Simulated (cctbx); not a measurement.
# Resonant diffraction in Na2CdF4

Space group Pnma (no. 62), a = 11.6270 Å, b = 6.8770 Å, c = 5.4200 Å, α = 90.00°, β = 90.00°, γ = 90.00°.

```
atom  mult.       x       y       z  Ueq (Å²)
 Cd1      4  0.5894     1/4  0.0955    0.0033
 Na1      4  0.2299     3/4  0.5020    0.0055
 Na2      4     1/2     1/2     1/2    0.0065
  F1      8  0.1601  0.0222  0.2499    0.0061
  F2      4  0.0624     3/4  0.7325    0.0064
  F3      4  0.4052     3/4  0.2592    0.0062
```

This is a model crystal, built by substitution and not relaxed, with assumed displacement parameters.

Calculated with cctbx: free-atom f′ and f″ from the Sasaki tables, no fine structure; amplitudes in electrons.

| E (eV) | F 4 0 0 | F 0 1 1 | F 3 0 1 | F 1 0 1 |
| --- | --- | --- | --- | --- |
| 26111 | 84.5 | 100.5 | 60.9 | 83.3 |
| 26461 | 82.5 | 98.7 | 60.6 | 81.1 |
| 26591 | 80.8 | 97.2 | 60.3 | 79.2 |
| 26651 | 79.3 | 95.7 | 60.1 | 77.4 |
| 26681 | 77.7 | 94.3 | 59.8 | 75.7 |
| 26696 | 76.1 | 92.9 | 59.6 | 73.9 |
| 26703 | 74.9 | 91.8 | 59.4 | 72.5 |
| 26707 | 73.4 | 90.4 | 59.2 | 70.9 |
| 26715 | 71.7 | 88.8 | 58.9 | 69.1 |
| 26719 | 73.9 | 90.8 | 59.2 | 71.5 |
| 26726 | 76.1 | 92.7 | 59.5 | 73.9 |
| 26741 | 77.9 | 94.4 | 59.8 | 76.0 |
| 26771 | 79.7 | 96.0 | 60.1 | 78.0 |
| 26861 | 82.0 | 98.1 | 60.4 | 80.5 |
| 27111 | 84.4 | 100.3 | 60.8 | 83.3 |

**Question.** Which edge is crossed, and why do the reflections move as they do?

The K edge of Cd. The edge is at 26711 eV. f′ of Cd falls from -4.8 e at 26591 eV to -7.8 e at 4 eV below it, and f″ steps from 0.56 to 3.60 e across it. Over that approach |F| changes by -9 % (4 0 0), -7 % (0 1 1), -2 % (3 0 1) and -10 % (1 0 1): a reflection falls where Cd scatters in phase with the total and rises where it scatters against it; it hardly moves where the Cd term is small or cancels by symmetry. Above the edge the larger f″ enters the imaginary part, where it can add to or cancel the other atoms' f″. The structure is centrosymmetric, so Friedel mates stay equal.

[Logs are printed without paths, hosts, clocks, repeated set-up lines and the standing remarks that a program may print on its own settings, such as how far it seeks lower states.]
